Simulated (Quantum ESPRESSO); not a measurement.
## Ca3Si (Pm-3m): zone-centre phonons

Aim: the zone-centre modes of Ca3Si (Pm-3m).

Calculated with Quantum ESPRESSO 7.5; DFT LDA, scalar-relativistic, plane waves, PseudoDojo norm-conserving pseudopotentials.

Most raw output is cut from this account.

The structure was built from a prototype and need not be the compound's stable phase.

**1. The starting structure**

The structure is cubic, space group Pm-3m (No. 221). The conventional cell has a = 5.134 Å, b = 5.134 Å, c = 5.134 Å, α = 90.00°, β = 90.00°, γ = 90.00°. Si has 12 Ca at 3.63 Å nearest. Nearest to Ca lie 8 Ca at 3.63 Å and 4 Si at 3.63 Å. Farther neighbours are not listed.

Structure file:

```
Si Ca
1.0
     5.13448    0.00000    0.00000
     0.00000    5.13448    0.00000
     0.00000    0.00000    5.13448
Si Ca
1 3
Cartesian
  0.0000 0.0000 0.0000
  0.0000 2.5672 2.5672
  2.5672 0.0000 2.5672
  2.5672 2.5672 0.0000
```

**2. A first look**

A cheap run with smearing and empty bands tells whether the crystal has a gap, which decides between fixed occupations and smearing later on.

File probe.in:

```
 &control
    calculation='scf',
    prefix='x',
    outdir='./tmp',
    pseudo_dir='./pseudo',
    tprnfor=.true.,
    tstress=.true.,
    verbosity='high',
 /
 &system
    ibrav=1,
    celldm(1)=9.70276804,
    nat=4,
    ntyp=2,
    ecutwfc=72.0,
    occupations='smearing',
    smearing='gaussian',
    degauss=0.01,
 /
 &electrons
    conv_thr=1.0d-07,
    mixing_beta=0.7,
    electron_maxstep=100,
 /
ATOMIC_SPECIES
 Si     28.0850  Si.upf
 Ca     40.0780  Ca.upf
ATOMIC_POSITIONS crystal
 Si     0.000000000   0.000000000   0.000000000
 Ca     0.000000000   0.500000000   0.500000000
 Ca     0.500000000   0.000000000   0.500000000
 Ca     0.500000000   0.500000000   0.000000000
K_POINTS automatic
 4 4 4 0 0 0
```

Command:

```bash
$ OMP_NUM_THREADS=1 mpirun -n 4 pw.x -nk 4 -in probe.in > probe.out
```

Elapsed: 12 s, on 4 MPI ranks of Arm Neoverse V1, shared host.

Numbers from this step:

```
volume per atom   : 33.84 Å³
pressure          : -6.183 GPa
gap on the k-mesh : 0 eV
```

No gap opens on this mesh, so smearing is kept; the start stands at -6.2 GPa.

**3. Relaxation**

The relaxation runs at a cutoff a fifth above that of the response, since stress converges more slowly with the basis than frequencies do. Forces and stress are brought to rest with tight thresholds.

File relax.in:

```
 &control
    calculation='vc-relax',
    prefix='x',
    outdir='./tmp',
    pseudo_dir='./pseudo',
    tprnfor=.true.,
    tstress=.true.,
    forc_conv_thr=2.0d-05,
    etot_conv_thr=1.0d-07,
    nstep=40,
 /
 &system
    ibrav=1,
    celldm(1)=9.70276804,
    nat=4,
    ntyp=2,
    ecutwfc=86,
    occupations='smearing',
    smearing='mv',
    degauss=0.02,
 /
 &electrons
    conv_thr=1.0d-11,
    mixing_beta=0.7,
    electron_maxstep=100,
 /
 &ions
 /
 &cell
    press_conv_thr=0.2,
 /
ATOMIC_SPECIES
 Si     28.0850  Si.upf
 Ca     40.0780  Ca.upf
ATOMIC_POSITIONS crystal
 Si     0.000000000   0.000000000   0.000000000
 Ca     0.000000000   0.500000000   0.500000000
 Ca     0.500000000   0.000000000   0.500000000
 Ca     0.500000000   0.500000000   0.000000000
K_POINTS automatic
 6 6 6 0 0 0
```

Command:

```bash
$ OMP_NUM_THREADS=1 mpirun -n 4 pw.x -nk 4 -in relax.in > relax.out
```

Elapsed: 3.9 min, on 4 MPI ranks; 16 min of CPU time.

Step by step:

| step | energy less that of the first step (eV) | largest force (eV/Å) | pressure (GPa) | volume (Å³) |
| --- | --- | --- | --- | --- |
| 1 | 0.0000 | 0.0000 | -6.14 | 135.36 |
| 2 | -0.1566 | 0.0000 | -5.81 | 131.17 |
| 3 | -0.3669 | 0.0000 | -5.16 | 125.04 |
| 4 | -0.6163 | 0.0000 | -3.79 | 116.21 |
| 5 | -0.7939 | 0.0000 | -0.44 | 103.76 |
| 6 | -0.7955 | 0.0000 | 0.09 | 102.31 |
| 7 | -0.7956 | 0.0000 | 0.00 | 102.56 |
| 8 | -0.7956 | 0.0000 | 0.00 | 102.56 |
| 9 | -0.7953 | 0.0000 | 0.00 | 102.56 |

| conventional cell, symmetrised | before | after | change |
| --- | --- | --- | --- |
| a (Å) | 5.134 | 4.681 | -8.8 % |
| b (Å) | 5.134 | 4.681 | -8.8 % |
| c (Å) | 5.134 | 4.681 | -8.8 % |
| volume (Å³/atom) | 33.84 | 25.64 | -24.2 % |

The relaxed structure:

```
CELL_PARAMETERS angstrom
4.68084 0.00000 0.00000
0.00000 4.68084 0.00000
0.00000 0.00000 4.68084
ATOMIC_POSITIONS crystal
Si 0.00000 0.00000 0.00000
Ca 0.00000 0.50000 0.50000
Ca 0.50000 0.00000 0.50000
Ca 0.50000 0.50000 0.00000
```

The last row of the table of steps is pw.x's closing run on a basis chosen anew for the final cell, so its energy can jump.

This step gave:

```yaml
volume_per_atom: 25.64 Å³
pressure: -0.003000 GPa
```

The volume changes by -24.2 % from the cell with which this run began.

**4. Ground state**

Perturbation theory inherits every error of the wavefunctions, so the threshold is set near the limit of the arithmetic. Smearing stays on, as the first look found no gap above 0.3 eV.

File scf.in:

```
 &control
    calculation='scf',
    prefix='x',
    outdir='./tmp',
    pseudo_dir='./pseudo',
    tprnfor=.true.,
    tstress=.true.,
 /
 &system
    ibrav=1,
    celldm(1)=8.84551402,
    nat=4,
    ntyp=2,
    ecutwfc=72.0,
    occupations='smearing',
    smearing='mv',
    degauss=0.02,
 /
 &electrons
    conv_thr=1.0d-12,
    mixing_beta=0.7,
    electron_maxstep=100,
 /
ATOMIC_SPECIES
 Si     28.0850  Si.upf
 Ca     40.0780  Ca.upf
ATOMIC_POSITIONS crystal
 Si     0.000000000   0.000000000   0.000000000
 Ca     0.000000000   0.500000000   0.500000000
 Ca     0.500000000   0.000000000   0.500000000
 Ca     0.500000000   0.500000000   0.000000000
K_POINTS automatic
 6 6 6 0 0 0
```

Command:

```bash
$ OMP_NUM_THREADS=1 mpirun -n 4 pw.x -nk 4 -in scf.in > scf.out
```

It took 19 s on 4 MPI ranks; 76 s of CPU time.

This step gave:

```yaml
pressure: -0.004 GPa
```

The cell stands at -0.004 GPa, close enough for phonons.

**5. Zone-centre response**

At q = 0 one unit cell holds all displacements; symmetry groups them into irreducible representations that are solved one by one. With smeared occupations no response to a homogeneous field can be asked.

File ph.in:

```
phonons
 &inputph
    prefix='x',
    outdir='./tmp',
    fildyn='g.dyn',
    tr2_ph=1.0d-18,
    alpha_mix(1)=0.4,
    nmix_ph=8,
 /
0.000000000000 0.000000000000 0.000000000000
```

Command:

```bash
$ OMP_NUM_THREADS=1 mpirun -n 4 ph.x -nk 4 -in ph.in > ph.out
```

Elapsed: 6.9 min, on 4 MPI ranks; 27 min of CPU time.

Read from the output:

```
largest acoustic frequency at the zone centre before the sum rule : 0.87 cm⁻¹
highest optical zone-centre mode (no LO-TO term)                  : 249.7 cm⁻¹
lowest optical zone-centre mode                                   : 102.7 cm⁻¹
```

The acoustic modes at Γ come out as far as 0.9 cm⁻¹ from zero, where they should vanish, a small numerical error.

**6. Modes with the sum rule**

A rigid shift of the crystal must cost nothing, but grids and finite bases break this; the acoustic sum rule is imposed before the matrix is diagonalised again.

File dynmat.in:

```
 &input
    fildyn='g.dyn',
    asr='simple',
    fileig='dynmat.eig',
 /
```

Command:

```bash
$ dynmat.x -in dynmat.in > dynmat.out
```

It took 0.44 s on 1 thread.

Unit eigenvectors of the mass-weighted matrix after the sum rule; no LO-TO term. The modes at Γ (shares of kinetic energy by element, %):

| mode | frequency (cm⁻¹) | symmetry | Si % | Ca % |
| --- | --- | --- | --- | --- |
| 1 | 0.0 | acoustic | 19 | 81 |
| 2 | 0.0 | acoustic | 19 | 81 |
| 3 | 0.0 | acoustic | 19 | 81 |
| 4 | 102.7 | T2u | 0 | 100 |
| 5 | 102.7 | T2u | 0 | 100 |
| 6 | 102.7 | T2u | 0 | 100 |
| 7 | 125.2 | T1u | 78 | 22 |
| 8 | 125.2 | T1u | 78 | 22 |
| 9 | 125.2 | T1u | 78 | 22 |
| 10 | 249.7 | T1u | 3 | 97 |
| 11 | 249.7 | T1u | 3 | 97 |
| 12 | 249.7 | T1u | 3 | 97 |

Displacements in mode 4 (102.7 cm⁻¹), the largest set to 1:
```
Si1  0.00  0.00  0.00
Ca2  0.00  0.17  1.00
Ca3  0.19  0.00 -1.00
Ca4 -0.19 -0.17  0.00
```

Displacements in mode 8 (125.2 cm⁻¹), the largest set to 1:
```
Si1 -0.18  1.00  0.00
Ca2  0.02 -0.31  0.00
Ca3  0.06 -0.09  0.00
Ca4  0.06 -0.31  0.00
```

The rule moves no optical mode by more than 0.1 cm⁻¹.

**7. Sum rules set otherwise (asr no)**

Without the rule the raw error of the acoustic modes shows.

File dynmat.in:

```
 &input
    fildyn='g.dyn',
    asr='no',
    fileig='dynmat.eig',
 /
```

Command:

```bash
$ dynmat.x -in dynmat.in > dynmat.out
```

The job ended after 0.45 s (1 thread).

Zone-centre frequencies as printed; negative means imaginary. Modes:

| mode | frequency (cm⁻¹) |
| --- | --- |
| 1 | 0.87 |
| 2 | 0.87 |
| 3 | 0.87 |
| 4 | 102.7 |
| 5 | 102.7 |
| 6 | 102.7 |
| 7 | 125.3 |
| 8 | 125.3 |
| 9 | 125.3 |
| 10 | 249.7 |
| 11 | 249.7 |
| 12 | 249.7 |

Against the first rule no mode moves by more than 0.9 cm⁻¹.

**8. Sum rules set otherwise: a sum rule for molecules or wires on a crystal**

This rule also removes rotations, which suits molecules and not a crystal; it is tried to see the harm.

File dynmat.in:

```
 &input
    fildyn='g.dyn',
    asr='zero-dim',
    fileig='dynmat.eig',
 /
```

Command:

```bash
$ dynmat.x -in dynmat.in > dynmat.out
```

Run time: 0.44 s. Hardware: 1 thread.

The program raised no error, yet the settings are not those of a careful run.

The fault: a sum rule for molecules or wires on a crystal; 3 optical modes are projected out to zero frequency, as if they were rotations.

For a crystal the rule has to be 'simple' or 'crystal'.

Zone-centre frequencies as printed; negative means imaginary. Modes:

| mode | frequency (cm⁻¹) |
| --- | --- |
| 1 | 0 |
| 2 | 0 |
| 3 | 0 |
| 4 | 0 |
| 5 | 0 |
| 6 | 0 |
| 7 | 111.2 |
| 8 | 111.2 |
| 9 | 125.3 |
| 10 | 212.8 |
| 11 | 212.8 |
| 12 | 249.7 |

**9. Results**

| Property | Result |
| --- | --- |
| space group after relaxation | Pm-3m |
| volume per atom | 25.6 Å³ |
| highest optical zone-centre mode (no LO-TO term) | 249.7 cm⁻¹ |
| lowest optical zone-centre mode | 102.7 cm⁻¹ |
| imaginary optical modes at the zone centre (no q mesh in this session) | none |

What this shows: At the LDA level the optical modes of Ca3Si (Pm-3m) at the zone centre run from 103 to 250 cm⁻¹. Of the 9 optical modes, 3 are silent and 6 are infrared active alone. These are harmonic frequencies at zero temperature: anharmonic shifts and linewidths and thermal expansion are left out. In a metal the frequencies hang on the k mesh and the smearing, most of all near Kohn anomalies. The structure is a hypothetical one, built on a prototype.

[Host names and launcher messages were left out of these logs when they were recorded.]

[Logs are printed without paths, hosts, clocks, repeated set-up lines and the standing remarks that a program may print on its own settings, such as how far it seeks lower states.]

[Hosts, paths, dates, database ids (printed as entryN), source tags and the programs' standing remarks are cut or masked in the printed files.]
